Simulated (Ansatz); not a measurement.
# The perfect Au wire along [110], 9 atoms a period, part 2 of 2

Wanted: the relaxed geometry and the bands of the Au wire along [110], 9 atoms a period.

Ansatz 0.2.0; DFT PBE, plane waves, PAW; relaxation of a wire's period; PAW set soft_1 (the session's first sound run).

So far: The structure; Relaxing the period.

## Step 2: Relaxing the period (continued)

The steps of the relaxation:

```csv
step,energy less that of the first step (eV),largest force component (eV/Å),pressure (GPa),volume (Å³)
1,0.0000,0.7342,-2.18,564.09
2,-0.5040,0.4206,0.95,536.69
3,-0.6625,0.1181,0.12,531.52
4,-0.6765,0.0576,0.07,529.65
5,-0.6866,0.0738,-0.06,528.68
6,-0.6887,0.0290,-0.06,528.30
7*,-0.6849,0.0286,-0.06,528.30
8,-0.6860,0.0108,-0.01,528.60
9*,-0.6860,0.0108,-0.01,528.60
```

Relaxation steps marked * repeat the geometry before them on a plane-wave basis chosen anew for their cell, so energy and pressure can jump there.

Forces are held to the 8 operations that the run works with; a distortion that breaks them can't arise in this run.

```csv
cell as run,before,after,change
c (Å),2.942,2.756,-6.3 %
```

The atoms that moved most (Å, along periodic axes as changes of fractional coordinates times the final cell, across vacuum about the mean position):

```csv
atom,dx,dy,dz,length
Au1,0.300,0.000,0.000,0.300
Au4,-0.300,0.000,0.000,0.300
Au7,0.066,-0.281,0.000,0.289
Au5,-0.066,-0.281,0.000,0.289
Au8,0.066,0.281,0.000,0.289
Au6,-0.066,0.281,0.000,0.289
Au9,0.000,0.031,0.000,0.031
Au2,0.000,-0.031,0.000,0.031
```

This step gave:

```
energy at zero smearing    : -118357.0959 eV
cell length along the wire : 2.756 Å
```

The cell's length comes to 2.756 Å with spin left out. 2 contacts a cell pass between under 1.1 and over 1.27 times the sum of covalent radii, so the wire has rearranged from the shape that names it.

## Step 3: The wire at its relaxed period

This step: DFT PBE, plane waves, PAW; bands of a perfect wire; PAW set soft_1 (Ansatz 0.2.0).

At the relaxed period the bands are computed along the axis; those that cross an energy going forward count the channels that a perfect wire would open there.

Input file input.yaml:

```yaml
crystal:
  lattice:
    - [15.12, 0.0, 0.0]
    - [0.0, 12.683, 0.0]
    - [0.0, 0.0, 2.7564612931]
  atoms:
    - { symbol: Au, position: [0.244737693, 0.5, 0.0] }
    - { symbol: Au, position: [0.5, 0.72945629, 0.0] }
    - { symbol: Au, position: [0.5, 0.5, 0.0] }
    - { symbol: Au, position: [0.755262307, 0.5, 0.0] }
    - { symbol: Au, position: [0.358057977, 0.361875506, 0.5] }
    - { symbol: Au, position: [0.358057977, 0.638124494, 0.5] }
    - { symbol: Au, position: [0.641942023, 0.361875506, 0.5] }
    - { symbol: Au, position: [0.641942023, 0.638124494, 0.5] }
    - { symbol: Au, position: [0.5, 0.27054371, 0.0] }
kpoints:
  mp_grid: { grid: [1, 1, 30] }
  band_path: { path: ["Γ", Z], npoints: 90 }
scf:
  occupations: { method: fermi_dirac, width: 0.05 }
hamiltonian:
  xc: pbe
  pseudopotentials: { kind: paw, azcp: { folder: soft_1 } }
output:
  dos: { e_range: [-5, 4] }
  write_potential: true
  write_density: true
  volumetric_format: npy
```

On the command line:

```bash
$ ansatz run input.yaml --threads 4 --pin off --max-ram 16384MiB --backend cpu --events-out ev --progress --plain --runs-dir out
```

Numbers of over 12 decimals in the logs are rounded to 6 here.

Output:

```text
[...]
Crystal: 9 atoms, lattice volume = 528.598 Å³
Basis set: ecut = 420 eV, 10405 PW (Γ)
Bands: 103, of which v1, the nominal top of the filled ones, is band 86 counted from 1 (85 counted from 0)
Symmetry: 8 space group operations
[...]
k-points: 16 of 30
[...]
SCF iter   1: F=—  HF=-118359.035468 eV  |F-HF|=—  |Δ(HF+E_count)|=         —  Δρ=3.41e-2  dr2=6.98e0  ethr=3.10e-3  ⟨swp⟩=7.1  Hψ=6694  notcnv=0  defer=12
[...]
SCF iter   9: F=-118357.107030 eV  HF=-118357.107030 eV  |F-HF|=2.66e-9  |Δ(HF+E_count)|=   3.63e-7  Δρ=2.94e-6  dr2=4.67e-8  ethr=5.85e-11  ⟨swp⟩=13.8  Hψ=6370  notcnv=0
SCF 1 converged in 9 iterations: F = -118357.107030 eV  dr2 = 4.67e-8
[...]
NSCF: frozen V_eff on 91 k-points
WARN: The output density's exchange-correlation potential varies sharply where the density is thin. Do not read a vacuum level from v_tot or v_xc, or from such a field of the output density. On a cell that repeats whose density bears no net charge and no dipole along the vacuum's axis use v_es (v_loc + v_h of the components); under efield.dipole_correction with no amplitude use v_es + v_field, which holds any externa [...]
SCF converged after 9 iterations
Free energy (F): -118357.107030 eV
[...]
Internal energy: -118357.077642 eV  (E = F + TS)
E sigma→0 (E₀):  -118357.092336 eV
Entropy (-TS):   -0.029388 eV (-3.265 meV/atom)
Fermi energy:    2.123361 eV
[...]
--- Band table (eV; the first three rows and the last of 16) ---
  k-point 0: bands = [... 82 lower, 0.6481, 0.7070, 0.9303, 0.9810, 1.2479, 1.4641, 2.0012, 3.4101, ... 13 higher]
  k-point 1: bands = [... 82 lower, 0.6497, 0.6498, 0.8121, 0.9411, 1.3733, 1.5037, 2.0725, 3.4796, ... 13 higher]
  k-point 2: bands = [... 82 lower, 0.6113, 0.6161, 0.7543, 0.8694, 1.5979, 1.6090, 2.2521, 3.6736, ... 13 higher]
  k-point 15: bands = [... 82 lower, 3.5933, 3.6932, 4.0325, 4.1066, 4.1506, 4.3269, 5.2574, 6.0701, ... 13 higher]
```

It took 36 s on 4 threads of AMD EPYC 9R14 (Zen 4), shared host; peak memory 2.7 GiB; 2.3 min of CPU time.

The column dr2 measures how far the density is from self-consistency, as an energy; F and HF (Harris–Foulkes) agree once it is small.

Numbers from this step:

```yaml
energy_at_zero_smearing: -118357.0923 eV
band_gap: 0 eV
```

The electronic bands at the labelled points (eV, zero at the Fermi level):

```csv
point,band 83,band 84,band 85,band 86,band 87,band 88,band 89,band 90
Γ,-1.48,-1.42,-1.19,-1.14,-0.88,-0.66,-0.12,1.29
halfway,-1.71,-1.65,-1.02,-0.07,0.50,1.04,1.63,2.93
Z,1.47,1.57,1.91,1.98,2.03,2.20,3.13,3.95
```

Between Γ and Z the bands cross the Fermi level 9 times, so a perfect wire would conduct at least 9 G₀, with spin left out.

## Step 4: Outcome

| Quantity | Value |
| --- | --- |
| cell length, PBE | 2.756 Å |
| ballistic conductance by band crossings, a lower bound, PBE | 9 G₀ |

Under PBE the cell's length is 2.76 Å, and the bands cross the Fermi level 9 times between Γ and Z, which gives a perfect wire at least 9 G₀ (opposite crossings within one step of the path cancel in such a count). Spin-orbit coupling is left out, which matters for the bands of heavy atoms.

[Logs are printed without paths, hosts, clocks, repeated set-up lines and the standing remarks that a program may print on its own settings, such as how far it seeks lower states.]

[Hosts, paths, dates, database ids (printed as entryN), source tags and the programs' standing remarks are cut or masked in the printed files.]
